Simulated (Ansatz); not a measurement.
**MgHF (built on the sites of a database entry of BaHI): a soft mode frozen in**

Aim: this structure of MgHF (built on the sites of a database entry of BaHI) is to be tested for unstable modes, and one is followed downhill.

Main program and level: Ansatz 0.2.0; DFT PBEsol, scalar-relativistic, plane waves, PAW.

The structure was built from a prototype and need not be the compound's stable phase.

## 1. The structure

The structure is tetragonal, space group P4/nmm (No. 129). The conventional cell has a = 3.247 Å, b = 3.247 Å, c = 5.038 Å, α = 90.00°, β = 90.00°, γ = 90.00°. Nearest to Mg lie 5 F at 1.98 to 2.43 Å and 4 H at 1.98 Å. H has 4 Mg at 1.98 Å nearest. Nearest to F lie 5 Mg at 1.98 to 2.43 Å. Farther neighbours and most contacts between anions are not listed.

## 2. The dispersion

The cell comes from relaxations at this level that are not shown. Stability and thermal properties need the whole zone. Linear response on a 4×4×2 q mesh gives force constants as far as a supercell of that size would, and the tensors from the zone-centre run are typed in so that the long-range dipole term is interpolated apart.

Input file input.yaml:

```yaml
crystal:
  lattice:
    - [3.2471482844, 0.0, 0.0]
    - [0.0, 3.2471482844, 0.0]
    - [0.0, 0.0, 5.0382183931]
  atoms:
    - { symbol: Mg, position: [0.0, 0.5, 0.2243332709] }
    - { symbol: Mg, position: [0.5, 0.0, 0.7756667291] }
    - { symbol: H, position: [0.0, 0.0, 0.0] }
    - { symbol: H, position: [0.5, 0.5, 0.0] }
    - { symbol: F, position: [0.0, 0.5, 0.6168861077] }
    - { symbol: F, position: [0.5, 0.0, 0.3831138923] }
kpoints:
  mp_grid: { grid: [8, 8, 6] }
hamiltonian:
  xc: pbesol
scf:
  occupations: { method: fixed }
output:
  eigenvalues: true
phonons:
  method: dfpt
  qmesh: [4, 4, 2]
  temperatures: { t_max: 1000, t_step: 50 }
  qpath:
    path:
      - [[0.0, 0.0, 0.0], [0.0, 0.5, 0.0], [0.5, 0.5, 0.0], [0.0, 0.0, 0.0], [0.0, 0.0, 0.5], [0.0, 0.5, 0.5], [0.5, 0.5, 0.5], [0.0, 0.0, 0.5]]
      - [[0.0, 0.5, 0.0], [0.0, 0.5, 0.5]]
      - [[0.5, 0.5, 0.0], [0.5, 0.5, 0.5]]
    npoints: 10
  non_analytic_term:
    high_frequency_dielectric_tensor: [[3.2524, 0.0, 0.0], [0.0, 3.2524, 0.0], [0.0, 0.0, 2.8698]]
    born_effective_charges:
      - { species: Mg, tensor: [[2.0826, 0.0, 0.0], [0.0, 2.0826, 0.0], [0.0, 0.0, 2.0599]] }
      - { species: Mg, tensor: [[2.0826, 0.0, 0.0], [0.0, 2.0826, 0.0], [0.0, 0.0, 2.0599]] }
      - { species: H, tensor: [[-0.8863, 0.0, 0.0], [0.0, -0.8863, 0.0], [0.0, 0.0, -0.6063]] }
      - { species: H, tensor: [[-0.8863, 0.0, 0.0], [0.0, -0.8863, 0.0], [0.0, 0.0, -0.6063]] }
      - { species: F, tensor: [[-1.1963, 0.0, 0.0], [0.0, -1.1963, 0.0], [0.0, 0.0, -1.4535]] }
      - { species: F, tensor: [[-1.1963, 0.0, 0.0], [0.0, -1.1963, 0.0], [0.0, 0.0, -1.4535]] }
    source: "zone-centre run at this cell"
```

Launch:

```sh
> ansatz run input.yaml --threads 8 --pin off --max-ram 14336MiB --backend cpu --events-out ev --progress --plain --runs-dir out
```

Numbers of over 12 decimals in the logs are rounded to 6 here.

The program printed:

```text
Warning: phonons: the dynamical matrix that this run interpolates holds no multipole term above the dipole-dipole one, and a site of this crystal is no centre of inversion, so its interpolated transverse optical and acoustic branches and sound speeds can stay off near Gamma, and the density of states and the thermodynamics with them. What a run solves at a wave vector of phonons.qpoints, Gamma apart, where the deck admits one, is free of this, and under fd what a larger phonons.supercell samples
Engine: ansatz 0.2.0, x86_64-unknown-linux-gnu
Pseudopotentials: kind: paw
Pseudopotential: Mg, paw, valence charge 10, recommended cutoff 420 eV (normal), Mg.paw.azcp
Pseudopotential: H, paw, valence charge 1, recommended cutoff 420 eV (normal), H.paw.azcp
Pseudopotential: F, paw, valence charge 7, recommended cutoff 420 eV (normal), F.paw.azcp
Functional definition: PBEsol
  exchange = pbesol_x
  correlation = pbesol_c
Crystal: 6 atoms, lattice volume = 53.123 Å³
Basis set: ecut = 420 eV, 1057 PW (Γ), exchange–correlation on 48×48×72 points (8 copies of the dense FFT grid, shifted against one another)
Bands: 24, of which v1, the nominal top of the filled ones, is band 18 counted from 1 (17 counted from 0)
Symmetry: 16 space group operations
k-points: 60 of 384
Non-local potential: Mg, projectors of the file, l = 0: 3, l = 1: 2, l = 2: 1
Non-local potential: H, projectors of the file, l = 0: 2, l = 1: 1
Non-local potential: F, projectors of the file, l = 0: 2, l = 1: 2, l = 2: 1
PAW form: soft (Blöchl's): semilocal exchange-correlation on the pseudo side does not see the compensation charge
PAW frozen core: Mg, regenerated for the run's functional, and the local potential with it (the file was generated under x = pbe(κ = 0.804, μ = 0.219515), c = pbe(β = 0.066725))
PAW frozen core: F, regenerated for the run's functional, and the local potential with it (the file was generated under x = pbe(κ = 0.804, μ = 0.219515), c = pbe(β = 0.066725))
PAW one-centre angular grid: Mg, 110 points (default); XC on 64 Gauss nodes
PAW one-centre angular grid: H, 110 points (default); XC on 64 Gauss nodes
PAW one-centre angular grid: F, 110 points (default); XC on 64 Gauss nodes
Initial density: superposition of atomic densities (neutral atoms: chi_scale 0, normalization atom), corrected by the library's trained network
Initial wavefunctions: pseudopotential atomic-orbital guess
Functional: x = pbesol(κ = 0.804, μ = 0.123457), c = pbesol(β = 0.046)
SCF iter   1: F=—  HF=-5460.705080 eV  |F-HF|=—  |Δ(HF+E_count)|=         —  Δρ=1.26e-2  dr2=4.57e-2  ethr=1.77e-3  ⟨swp⟩=4.9  Hψ=5745  notcnv=0  defer=234
preconditioner: auto → none  [insulator: Δε(μ)=0.999 eV  Ē_g=12.724 eV  n_scr=16 (ndim 8)  ℏωp=20.4 eV  f_vac=0.000  ε∞_Penn≈3.6]
SCF iter   2: F=—  HF=-5460.693440 eV  |F-HF|=—  |Δ(HF+E_count)|=   1.16e-2  Δρ=5.25e-3  dr2=9.18e-3  ethr=1.27e-4  ⟨swp⟩=2.0  Hψ=2645  notcnv=0  defer=236
SCF iter   3: F=—  HF=-5460.690559 eV  |F-HF|=—  |Δ(HF+E_count)|=   2.88e-3  Δρ=1.30e-3  dr2=3.96e-4  ethr=2.55e-5  ⟨swp⟩=2.1  Hψ=2061  notcnv=0  defer=239
SCF iter   4: F=—  HF=-5460.690502 eV  |F-HF|=—  |Δ(HF+E_count)|=   5.66e-5  Δρ=2.29e-4  dr2=9.03e-6  ethr=1.10e-6  ⟨swp⟩=2.0  Hψ=2427  notcnv=0  defer=239
SCF iter   5: F=—  HF=-5460.690508 eV  |F-HF|=—  |Δ(HF+E_count)|=   6.07e-6  Δρ=3.29e-5  dr2=3.34e-7  ethr=2.51e-8  ⟨swp⟩=3.0  Hψ=2338  notcnv=0  defer=97
SCF iter   6: F=—  HF=-5460.690509 eV  |F-HF|=—  |Δ(HF+E_count)|=   9.18e-7  Δρ=6.71e-6  dr2=9.06e-9  ethr=9.28e-10  ⟨swp⟩=2.0  Hψ=2421  notcnv=0  defer=94
SCF iter   7: F=—  HF=-5460.690509 eV  |F-HF|=—  |Δ(HF+E_count)|=   6.07e-9  Δρ=1.18e-6  dr2=2.93e-10  ethr=2.52e-11  ⟨swp⟩=2.0  Hψ=2425  notcnv=0  defer=94
SCF iter   8: F=-5460.690509 eV  HF=-5460.690509 eV  |F-HF|=2.73e-12  |Δ(HF+E_count)|=  1.01e-10  Δρ=1.00e-7  dr2=2.49e-12  ethr=1.00e-12  ⟨swp⟩=9.3  Hψ=9127  notcnv=0
SCF 1 converged in 8 iterations: F = -5460.690509 eV  dr2 = 2.49e-12
  greatest PAW one-centre occupation: 1.000 electrons in one spin orbital (limit 2), on the Mg atom at site 1 (counted from 0), in its partial waves of l = 0
NSCF: frozen V_eff on 60 k-points
NSCF: frozen V_eff on 100 k-points
DFPT response loops at q = (0, 0, 0) (fractional): preconditioner auto → Resta (q_TF=auto, 2.557 Å⁻¹)  ε∞=7.7 (no band partly filled); β = 1.00, the filter's whole step (`scf.mixing.beta` (0.50) is not read by the response loops at its default; to damp them type it under 1.00, their step now; it binds the ground state too); Broyden in place of MSR1
NSCF: frozen V_eff on 200 k-points
DFPT response loops at q = (0, 0, -0.5) (fractional): mixed as the last ones told, above
NSCF: frozen V_eff on 320 k-points
DFPT response loops at q = (0, 0.25, 0) (fractional): mixed as the last ones told, above
NSCF: frozen V_eff on 320 k-points
DFPT response loops at q = (0, 0.25, -0.5) (fractional): mixed as the last ones told, above
NSCF: frozen V_eff on 200 k-points
DFPT response loops at q = (0, -0.5, 0) (fractional): mixed as the last ones told, above
NSCF: frozen V_eff on 200 k-points
DFPT response loops at q = (0, -0.5, -0.5) (fractional): mixed as the last ones told, above
NSCF: frozen V_eff on 512 k-points
DFPT response loops at q = (0.25, 0.25, 0) (fractional): mixed as the last ones told, above
NSCF: frozen V_eff on 512 k-points
DFPT response loops at q = (0.25, 0.25, -0.5) (fractional): mixed as the last ones told, above
NSCF: frozen V_eff on 320 k-points
DFPT response loops at q = (0.25, -0.5, 0) (fractional): mixed as the last ones told, above
NSCF: frozen V_eff on 320 k-points
DFPT response loops at q = (0.25, -0.5, -0.5) (fractional): mixed as the last ones told, above
NSCF: frozen V_eff on 200 k-points
DFPT response loops at q = (-0.5, -0.5, 0) (fractional): mixed as the last ones told, above
NSCF: frozen V_eff on 200 k-points
DFPT response loops at q = (-0.5, -0.5, -0.5) (fractional): mixed as the last ones told, above
SCF converged after 8 iterations
Free energy (F): -5460.690509 eV
Harris-Foulkes:  -5460.690509 eV  (|F-HF|=2.73e-12)
Internal energy: -5460.690509 eV  (E = F + TS)
E sigma→0 (E₀):  -5460.690509 eV
Fermi energy:    7.287067 eV
--- Per-component energies (eV) ---
  E_band       = -733.399301
  E_kinetic    = 597.140710
  E_local      = -4052.029113  (includes V_loc(G=0)·N_el)
  E_nonlocal   = 341.663599
  E_hartree    = 1435.657563
  E_xc         = -235.256331
  E_vxc        = -304.231183  (∫ρ·V_xc dr)
  E_paw        = -951.139708  (= ΣΔE_a)
  E_vpaw       = -187.259966  (= ΣTr[D̂ρ^β])
  E_aug_tail   = 0.001572  (compensation charges beyond the density's cutoff)
  E_ewald      = -2596.931410
  E_core_change = 0.202610  (= ΣΔE_core)
  E_smearing   = -0.000000  (= −TS)
  E_closure    = 0.000000  (closes the sum)
  Σ components = -5460.690509   (vs F -5460.690509, Δ=0.00e0)
--- Band table (eV; the first three rows and the last of 60) ---
  k-point 0: bands = [... 14 lower, 1.8331, 2.5411, 2.5411, 7.1969, 11.0421, 11.6901, 15.0137, 15.0137, ... 2 higher]
  k-point 1: bands = [... 14 lower, 2.0443, 2.5348, 2.5348, 7.2189, 9.8814, 12.9569, 14.9703, 14.9703, ... 2 higher]
  k-point 2: bands = [... 14 lower, 2.5201, 2.5219, 2.5219, 7.2640, 8.7603, 14.4323, 14.8880, 14.8880, ... 2 higher]
  k-point 59: bands = [... 14 lower, 1.6439, 1.6439, 4.5439, 4.5439, 10.6511, 10.6511, 14.7646, 14.7646, ... 2 higher]
--- Phonons (Γ-DFPT): 6 representative perturbations + reference (Σ response iterations 22) ---
  ASR residual: 2.139e-4 → 0.000e0 eV/Å²; symmetrization residual: 9.049e-7 eV/Å²
  ASR residual per site (eV/Å²): 5.25e-5 5.25e-5 1.63e-5 1.63e-5 2.14e-4 2.14e-4
  Γ frequencies (cm⁻¹): -136.22 -136.22 0.00 0.00 0.00 109.40 109.40 290.56 290.56 382.36 396.39 432.35 865.30 913.07 913.07 1225.16 1348.00 1348.00
--- Phonons (arbitrary-q DFPT): 12 irreducible q on the 4×4×2 mesh ---
  q = [0.0000, 0.0000, 0.0000] (star 1, of the zone-centre solve; hermiticity 1.56e-7, symmetrization 1.87e-13): -136.22 -136.22 -0.00 -0.00 0.00 109.40 109.40 290.56 290.56 382.36 396.39 432.35 865.30 913.07 913.07 1225.16 1348.00 1348.00
  q = [0.0000, 0.0000, -0.5000] (star 1, 6 solved perturbations in 480 linear systems a pass and spin channel, the states on 100 of 384 k-point pairs; hermiticity 4.64e-8, symmetrization 2.47e-13): -132.32 -132.32 -78.56 -78.56 147.99 147.99 215.01 283.01 283.01 351.25 396.07 573.63 872.34 913.08 913.08 1325.83 1347.90 1347.90
  q = [0.0000, 0.2500, 0.0000] (star 4, 9 solved perturbations on 160 of 384 k-point pairs; hermiticity 1.54e-7, symmetrization 3.12e-14): -67.18 36.77 80.80 81.09 101.46 210.65 258.52 265.19 298.29 372.00 387.70 417.00 963.38 1024.99 1191.78 1198.64 1312.38 1323.91
  q = [0.0000, 0.2500, -0.5000] (star 4, 9 solved perturbations on 160 of 384 k-point pairs; hermiticity 1.24e-7, symmetrization 4.84e-14): -115.93 -61.41 17.23 139.17 152.34 164.48 197.27 259.48 298.21 364.74 394.82 466.48 966.57 1024.88 1133.25 1246.34 1312.31 1323.26
  q = [0.0000, -0.5000, 0.0000] (star 2, 9 solved perturbations on 100 of 384 k-point pairs; hermiticity 1.46e-7, symmetrization 5.25e-14): 82.65 82.65 95.54 95.54 189.09 189.09 266.94 266.94 340.67 340.67 401.40 401.40 1099.27 1099.27 1201.05 1201.05 1264.14 1264.14
  q = [0.0000, -0.5000, -0.5000] (star 2, 9 solved perturbations on 100 of 384 k-point pairs; hermiticity 1.82e-7, symmetrization 9.56e-14): -55.11 -55.11 88.74 88.74 187.25 187.25 215.97 215.97 352.14 352.14 426.13 426.13 1111.76 1111.76 1200.97 1200.97 1256.83 1256.83
  q = [0.2500, 0.2500, 0.0000] (star 4, 6 solved perturbations in 1200 linear systems a pass and spin channel, the states on 256 of 384 k-point pairs; hermiticity 1.82e-7, symmetrization 6.51e-14): -189.28 84.59 129.20 134.85 181.31 187.89 206.41 305.01 334.03 374.85 390.19 415.19 805.74 1011.99 1166.20 1167.16 1310.42 1381.96
  q = [0.2500, 0.2500, -0.5000] (star 4, 6 solved perturbations in 1200 linear systems a pass and spin channel, the states on 256 of 384 k-point pairs; hermiticity 1.68e-7, symmetrization 2.03e-13): -147.41 76.88 98.01 99.59 164.19 223.07 238.80 265.81 286.83 346.79 400.29 461.32 805.55 1013.62 1167.31 1196.67 1291.16 1380.83
  q = [0.2500, -0.5000, 0.0000] (star 4, 9 solved perturbations on 160 of 384 k-point pairs; hermiticity 1.65e-7, symmetrization 3.82e-14): -144.77 -144.77 163.85 163.85 185.16 185.16 257.01 257.01 364.35 364.35 402.55 402.55 933.24 933.24 1098.28 1098.28 1375.15 1375.15
  q = [0.2500, -0.5000, -0.5000] (star 4, 9 solved perturbations on 160 of 384 k-point pairs; hermiticity 2.03e-7, symmetrization 5.06e-14): -127.51 -127.51 130.36 130.36 207.74 207.74 258.85 258.85 334.09 334.09 420.51 420.51 932.50 932.50 1104.02 1104.02 1371.43 1371.43
  q = [-0.5000, -0.5000, 0.0000] (star 1, 6 solved perturbations in 480 linear systems a pass and spin channel, the states on 100 of 384 k-point pairs; hermiticity 1.45e-7, symmetrization 1.43e-13): -220.78 -220.78 211.90 211.90 219.79 219.79 224.00 224.00 394.80 394.80 400.19 400.19 653.92 653.92 1096.42 1096.42 1414.77 1414.77
  q = [-0.5000, -0.5000, -0.5000] (star 1, 6 solved perturbations in 480 linear systems a pass and spin channel, the states on 100 of 384 k-point pairs; hermiticity 1.42e-7, symmetrization 7.86e-13): -157.52 -157.52 124.78 124.78 216.79 216.79 322.92 322.92 323.29 323.29 409.37 409.37 652.70 652.70 1096.24 1096.24 1412.05 1412.05
  sum rule: each row above includes the acoustic sum rule's correction from the zone centre's row sums; it moved no ω² by more than (2.10 cm⁻¹)²
  mesh force constants: q→R imaginary residual 2.38e-18; ASR residual 2.139e-4 → 0.000e0 eV/Å²; symmetrization residual 8.882e-16 eV/Å²
  interpolated dispersion: 94 rows × 18 modes
  density of states and harmonic sums: on the 20×20×12 q-mesh, interpolated from the force constants of a 4×4×2 supercell (with the dipole–dipole term of supplied tensors)
  largest difference from the sums on the solved wave vectors: F 1.40e-2 eV, S 2.09e-5 and C_V 6.52e-6 eV/K
  zero-point energy: 0.589522 eV/cell   skipped modes (ω ≤ 0): 765, of them read as no rigid motion or as one in doubt: 762 (1.578e0 modes/cell left out, lowest -220.78 cm⁻¹)   left out of the sums: 8.77e-2 of the cell's modes: C_V's classical limit lies that fraction below 3 k_B per atom; for a crystal, a wire or a layer, F and S can be off by more, and a phonons.interpolated_qmesh denser along its periods is the remedy for the sampling
```

Elapsed: 59 s, on 8 threads of AMD EPYC 9R45, shared host; peak memory 1.1 GiB; 7 min of CPU time.

Reading the cycles: dr2 is the Hartree energy of the density residual (eV), the measure of convergence; HF is the Harris–Foulkes estimate of the energy, which meets the free energy F at convergence.

Numbers from this step:

```yaml
gap_on_the_k_mesh: 1.013 eV
volume_per_atom: 8.854 Å³
sum_rule_residual_before_enforcement: 2.14e-4 eV/Å²
lowest_frequency_on_the_path: -220.8 cm⁻¹
point_group: 4/mmm
highest_frequency_on_the_path_or_at_a_solved_wavevector: 1415 cm⁻¹
highest_optical_mode_at_the_zone_centre_no_lo_to_term: 1348 cm⁻¹
lowest_optical_zone_centre_mode: -136.2 cm⁻¹
lowest_mode_on_the_q_mesh_acoustic_modes_at_gamma_apart: -220.8 cm⁻¹
```

Frequencies (cm⁻¹) solved at each irreducible wavevector; negative means imaginary. Frequencies by wavevector, by row:

```tsv
q in reciprocal lattice units	star	mode 1	mode 2	mode 3	mode 4	mode 16	mode 17	mode 18
0 0 0	1	-136.2	-136.2	0	0	1225	1348	1348
0 0 -0.5	1	-132.3	-132.3	-78.6	-78.6	1326	1348	1348
0 0.25 0	4	-67.2	36.8	80.8	81.1	1199	1312	1324
0 0.25 -0.5	4	-115.9	-61.4	17.2	139.2	1246	1312	1323
0 -0.5 0	2	82.7	82.7	95.5	95.5	1201	1264	1264
0 -0.5 -0.5	2	-55.1	-55.1	88.7	88.7	1201	1257	1257
0.25 0.25 0	4	-189.3	84.6	129.2	134.8	1167	1310	1382
0.25 0.25 -0.5	4	-147.4	76.9	98	99.6	1197	1291	1381
0.25 -0.5 0	4	-144.8	-144.8	163.8	163.8	1098	1375	1375
0.25 -0.5 -0.5	4	-127.5	-127.5	130.4	130.4	1104	1371	1371
-0.5 -0.5 0	1	-220.8	-220.8	211.9	211.9	1096	1415	1415
-0.5 -0.5 -0.5	1	-157.5	-157.5	124.8	124.8	1096	1412	1412
```

Interpolated from a 4×4×2 q mesh, with the LO-TO term (at Γ the limit along the path; where Γ stands inside the path, tables give the limit on arrival). The phonon branches at the labelled points (cm⁻¹):

```tsv
point	branch 1	branch 2	branch 3	branch 4	branch 15	branch 16	branch 17	branch 18
Γ	-136	0	0	0	1166	1225	1348	1348
halfway	-67	37	81	81	1192	1199	1312	1324
X	83	83	96	96	1201	1201	1264	1264
halfway	-145	-145	164	164	1098	1098	1375	1375
M	-221	-221	212	212	1096	1096	1415	1415
halfway	-189	85	129	135	1166	1167	1310	1382
Γ	-136	0	0	0	1166	1225	1348	1348
halfway	-134	-134	-61	-61	913	1325	1348	1348
Z	-132	-132	-79	-79	913	1326	1348	1348
halfway	-116	-61	17	139	1133	1246	1312	1323
R	-55	-55	89	89	1201	1201	1257	1257
halfway	-128	-128	130	130	1104	1104	1371	1371
A	-158	-158	125	125	1096	1096	1412	1412
halfway	-147	77	98	100	1167	1197	1291	1381
Z	-132	-132	-79	-79	913	1326	1348	1348
jump to X	83	83	96	96	1201	1201	1264	1264
halfway	44	44	86	86	1201	1201	1261	1261
R	-55	-55	89	89	1201	1201	1257	1257
jump to M	-221	-221	212	212	1096	1096	1415	1415
halfway	-196	-196	168	168	1096	1096	1413	1413
A	-158	-158	125	125	1096	1096	1412	1412
```

Symmetry leaves 12 wavevectors to solve. The lowest mode among them, the acoustic zeros apart, lies at q = (-0.5, -0.5, 0) and is imaginary, 220.8i cm⁻¹, so the energy falls along it.

## 3. The mode frozen in, largest atomic shift 0 Å

The mode followed lies at q = (-0.5, -0.5, -0.5) with frequency 157.5i cm⁻¹ and is 2-fold degenerate, one of the unstable modes though not the softest. At small amplitude the distorted cell has space group no. 121 by a symmetry search on the positions. The undistorted cell that holds it gives the zero of energy on the same k mesh.

System of this step: MgHF (built on the sites of a database entry of BaHI). Symmetry: P4/nmm, No. 129, tetragonal system. Conventional cell: a = 3.247 Å, b = 3.247 Å, c = 5.038 Å, α = 90.00°, β = 90.00°, γ = 90.00°. Nearest to Mg lie 5 F at 1.98 to 2.43 Å and 4 H at 1.98 Å. H has 4 Mg at 1.98 Å nearest. Nearest to F lie 5 Mg at 1.98 to 2.43 Å. Farther neighbours and most contacts between anions are not listed.

Input file input.yaml:

```yaml
crystal:
  lattice:
    - [-3.2471482844, -3.2471482844, 0.0]
    - [-3.2471482844, 3.2471482844, 0.0]
    - [-3.2471482844, 0.0, -5.0382183931]
  atoms:
    - { symbol: Mg, position: [0.3621666355, 0.8621666355, 0.7756667291] }
    - { symbol: Mg, position: [0.8621666355, 0.3621666355, 0.7756667291] }
    - { symbol: Mg, position: [0.6378333645, 0.6378333645, 0.2243332709] }
    - { symbol: Mg, position: [0.1378333645, 0.1378333645, 0.2243332709] }
    - { symbol: H, position: [0.0, 0.0, 1.0] }
    - { symbol: H, position: [0.5, 0.5, 1.0] }
    - { symbol: H, position: [0.0, 0.5, 1.0] }
    - { symbol: H, position: [0.5, 0.0, 1.0] }
    - { symbol: F, position: [0.0584430539, 0.5584430539, 0.3831138923] }
    - { symbol: F, position: [0.5584430539, 0.0584430539, 0.3831138923] }
    - { symbol: F, position: [0.4415569461, 0.4415569461, 0.6168861077] }
    - { symbol: F, position: [0.9415569461, 0.9415569461, 0.6168861077] }
kpoints:
  mp_grid: { grid: [6, 6, 6] }
hamiltonian:
  xc: pbesol
scf:
  occupations: { method: gaussian, width: 0.02 }
output:
  forces: true
  stress: true
  eigenvalues: true
```

The program printed:

```text
[...]
Crystal: 12 atoms, lattice volume = 106.246 Å³
Basis set: ecut = 420 eV, 2073 PW (Γ), exchange–correlation on 64×64×90 points (8 copies of the dense FFT grid, shifted against one another)
Bands: 48, of which v1, the nominal top of the filled ones, is band 36 counted from 1 (35 counted from 0)
Symmetry: 32 space group operations
[...]
k-points: 30 of 216
[...]
k-point 0: bands = [... 32 lower, 2.5411, 4.5439, 4.5439, 7.1970, 10.6511, 10.6511, 11.0421, 11.6901, ... 5 higher]
  k-point 1: bands = [... 32 lower, 2.5347, 4.4698, 4.4698, 7.2190, 9.8814, 10.4491, 10.4491, 12.9569, ... 5 higher]
  k-point 2: bands = [... 32 lower, 2.5218, 4.2993, 4.2993, 7.2641, 8.7603, 10.0946, 10.0946, 14.4323, ... 5 higher]
  k-point 29: bands = [... 32 lower, 3.5866, 3.5866, 3.7516, 3.7516, 12.5091, 12.5091, 12.7326, 12.7326, ... 5 higher]
[key lines of the parts left out:]
SCF converged after 7 iterations
Free energy (F): -10921.380723 eV
Fermi energy:    7.793368 eV
P = ⅓ Tr σ = 0.0011 GPa (0.011 kbar)
```

It took 0.44 s on 8 threads; peak memory 0.61 GiB.

This step gave:

```
pressure                         : 0.001052 GPa
gap on the k-mesh                : 1.012 eV
energy from the undistorted cell : 0 meV/atom
```

At this level the gap is 1.01 eV on the k-mesh of the self-consistent run, which can miss the band edges.

(Continued in part 2 of 2.)

[Logs are printed without paths, hosts, clocks, repeated set-up lines and the standing remarks that a program may print on its own settings, such as how far it seeks lower states.]

[Hosts, paths, dates, database ids (printed as entryN), source tags and the programs' standing remarks are cut or masked in the printed files.]
